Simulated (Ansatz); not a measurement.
# LiBe (Pm-3m): following an unstable mode, part 3 of 3

Aim: this structure of LiBe (Pm-3m) is to be tested for unstable modes, and one is followed downhill.

Ansatz 0.2.0; DFT PBEsol, scalar-relativistic, plane waves, PAW; PAW set soft_1.

So far. Step 5 (Energy along the mode, all amplitudes (two of the runs …): The lowest of the steps tried is at 0.22 Å, 3.67 meV/atom below the parent; the bottom of the well need not coincide with a step. Step 7 (The new phase in its own primitive cell): The largest force component left is 0.17 meV/Å and the pressure is 0.001 GPa, within the tolerances set. The cell now holds 11.06 Å³/atom. The relaxed cell has a, b, c = 4.003, 2.300, 4.805 Å (conventional setting).

## 8. Modes of the new phase, k-mesh 10×18×10

A relaxed structure may still be a saddle point, so its zone-centre modes are computed. No field response is asked, since the mesh shows no gap.

input.yaml

```yaml
crystal:
  lattice:
    - [4.0030274255, 0.0, 0.0]
    - [0.0, 2.3002754364, 0.0]
    - [0.0, 0.0, 4.8047990664]
  atoms:
    - { symbol: Li, position: [0.25, 0.0, 0.143647831] }
    - { symbol: Li, position: [0.75, 0.0, 0.856352169] }
    - { symbol: Be, position: [0.75, 0.5, 0.3882084974] }
    - { symbol: Be, position: [0.25, 0.5, 0.6117915026] }
kpoints:
  mp_grid: { grid: [10, 18, 10] }
hamiltonian:
  xc: pbesol
  pseudopotentials: { kind: paw, azcp: { folder: soft_1 }, xc_functional: pbe }
scf:
  occupations: { method: methfessel_paxton, width: 0.2 }
output:
  eigenvalues: true
phonons:
  method: dfpt
```

Started as:

```console
> ansatz run input.yaml --threads 4 --pin off --max-ram 10240MiB --backend cpu --events-out ev --progress --plain --runs-dir out
```

Numbers of over 12 decimals in the logs are rounded to 6 here.

The program printed:

```text
zone centre: on kpoints.mp_grid the ground state, and the responses unless they are solved on pairs of k-points, stand on 360 of the mesh's 1800 k-points, reduced under 4 symmetry operations, with k and −k counted as one. Each operation leaves every solved displacement unchanged or reverses it
[...]
Crystal: 4 atoms, lattice volume = 44.243 Å³
Basis set: ecut = 420 eV, 851 PW (Γ), exchange–correlation on 60×32×72 points (8 copies of the dense FFT grid, shifted against one another)
Bands: 9, of which v1, the nominal top of the filled ones, is band 5 counted from 1 (4 counted from 0)
Symmetry: 8 space group operations
k-points: 360 of 1800 (irreducible under 4 space group operations, time reversal used)
[...]
SCF iter   1: F=—  HF=-585.688354 eV  |F-HF|=—  |Δ(HF+E_count)|=         —  Δρ=9.06e-3  dr2=7.56e-2  ethr=3.10e-3  ⟨swp⟩=5.1  Hψ=20858  notcnv=0
[...]
SCF iter   8: F=-585.634229 eV  HF=-585.634229 eV  |F-HF|=3.75e-12  |Δ(HF+E_count)|=  5.67e-11  S|Δr|=    0.00e0  Δρ=8.59e-8  dr2=6.30e-12  ethr=1.00e-12  ⟨swp⟩=4.1  Hψ=12938  notcnv=0
SCF 1 converged in 8 iterations: F = -585.634229 eV  dr2 = 6.30e-12
[...]
DFPT response loops at Γ: preconditioner auto → Kerker (q_TF=auto, 2.129 Å⁻¹) (partly filled bands, converged f_vac=0.000); β = 1.00, the filter's whole step (`scf.mixing.beta` (0.50) is not read by the response loops under this deck's `scf.mixing.preconditioner`; to damp them name `kerker` or `kerker_dos`, under which they read `scf.mixing.beta`, and type it under 1.00, their step now; both keys bind the ground state too); Broyden in place of MSR1
SCF converged after 8 iterations
[...]
Free energy (F): -585.634229 eV
[...]
Internal energy: -585.634887 eV  (E = F + TS)
E sigma→0 (E₀):  -585.634393 eV
Entropy (-TS):   0.000658 eV (0.165 meV/atom)
Fermi energy:    3.852973 eV
[...]
--- Band table (eV; the first three rows and the last of 360) ---
[...]
--- Phonons (Γ-DFPT): 6 representative perturbations + reference, on 360 of 1800 k-points (Σ response iterations 18) ---
  k mesh reduced under 4 symmetry operations, with k and −k counted as one. Each operation leaves every solved displacement unchanged or reverses it
  ASR residual: 4.313e-5 → 0.000e0 eV/Å²; symmetrization residual: 3.160e-7 eV/Å²
  ASR residual per site (eV/Å²): 1.31e-5 1.31e-5 4.31e-5 4.31e-5
  Γ frequencies (cm⁻¹): -310.35 0.00 0.00 0.00 202.77 323.12 366.93 396.55 416.39 422.84 456.31 548.34
  non-analytic LO–TO correction: not included (Born effective charges unavailable; polar crystals: no LO–TO splitting at Γ)
```

Run time: 20 s. Hardware: 4 threads of Arm Neoverse V1, shared host; peak memory 0.81 GiB; 73 s of CPU time.

Numbers from this step:

| Property | Result |
| --- | --- |
| sum-rule residual before enforcement | 4.31e-5 eV/Å² |
| point group | mmm |
| highest optical mode at the zone centre (no LO-TO term) | 548.3 cm⁻¹ |
| lowest optical zone-centre mode | -310.4 cm⁻¹ |

Patterns of degenerate modes are one choice out of their space. Modes at Γ, with each element's share of the kinetic energy (negative means imaginary):

```
mode  frequency (cm⁻¹)  symmetry  Li %  Be %
   1            -310.4       B3g     1    99
   2               0.0  acoustic    44    56
   3               0.0  acoustic    44    56
   4               0.0  acoustic    44    56
   5             202.8       B3g    99     1
   6             323.1       B2u    56    44
   7             366.9        Ag    32    68
   8             396.6       B3u    56    44
   9             416.4       B2g    62    38
  10             422.8       B1u    56    44
  11             456.3        Ag    68    32
  12             548.3       B2g    38    62
```

Displacements in mode 1 (-310.4 cm⁻¹), the largest set to 1:
```
Li1  0.00 -0.09  0.00
Li2  0.00  0.09  0.00
Be3  0.00 -1.00  0.00
Be4  0.00  1.00  0.00
```

Displacements in mode 11 (456.3 cm⁻¹), the largest set to 1:
```
Li1  0.00  0.00  1.00
Li2  0.00  0.00 -1.00
Be3  0.00  0.00  0.60
Be4  0.00  0.00 -0.60
```

Before it was imposed, the acoustic sum rule was missed by 4.3e-5 eV/Å². Small misses are needed for a sound result but don't prove that mesh and cutoff are converged. The lowest optical mode is imaginary, 310.4i cm⁻¹, so the energy falls along it.

## 9. Summary of results

| Quantity | Value |
| --- | --- |
| unstable mode of the parent | q = (0, -0.5, -0.5), 92i cm⁻¹ |
| depth at the lowest point sampled | 3.67 meV/atom |
| largest atomic shift at that point | 0.22 Å |
| space group reached (within 0.01 Å) | Pmma |
| energy gained over the parent (first relaxation, on the mesh of the frozen mode) | 105 meV/atom |
| volume per atom, phase reached | 11.1 Å³ |
| lowest optical zone-centre mode, phase reached | -310 cm⁻¹ |
| highest optical mode at the zone centre (no LO-TO term), phase reached | 548 cm⁻¹ |

**Reading.** Along this mode the structure falls into Pmma, 105 meV/atom below the parent. At the parent's cell the well is 3.675 meV/atom deep on the steps tried, with its lowest point at a shift of 0.22 Å. Relaxing atoms and cell changes the gain by +101.68 meV/atom against the lowest step (energies at zero smearing). Most of the total comes from this relaxation. The new phase still has an imaginary mode at the zone centre of its cell, so it is a saddle point on the way to a lower structure. Of the 4 patterns followed to their end from this parent, this one reaches the lowest energy. Each path keeps the symmetry of its pattern, so a lower phase may lie along a pattern not tried. With no gap, or one that is small against the smearing, the frequencies hang on the k mesh and the smearing, most of all near Kohn anomalies. The phonon runs are without spin polarisation, although the cell has an odd electron count. The PAW files were made for PBE and serve the other functionals too. A phonon run warned that its eigensolver left some bands unconverged in a pass.

[Logs are printed without paths, hosts, clocks, repeated set-up lines and the standing remarks that a program may print on its own settings, such as how far it seeks lower states.]

[Hosts, paths, dates, database ids (printed as entryN), source tags and the programs' standing remarks are cut or masked in the printed files.]
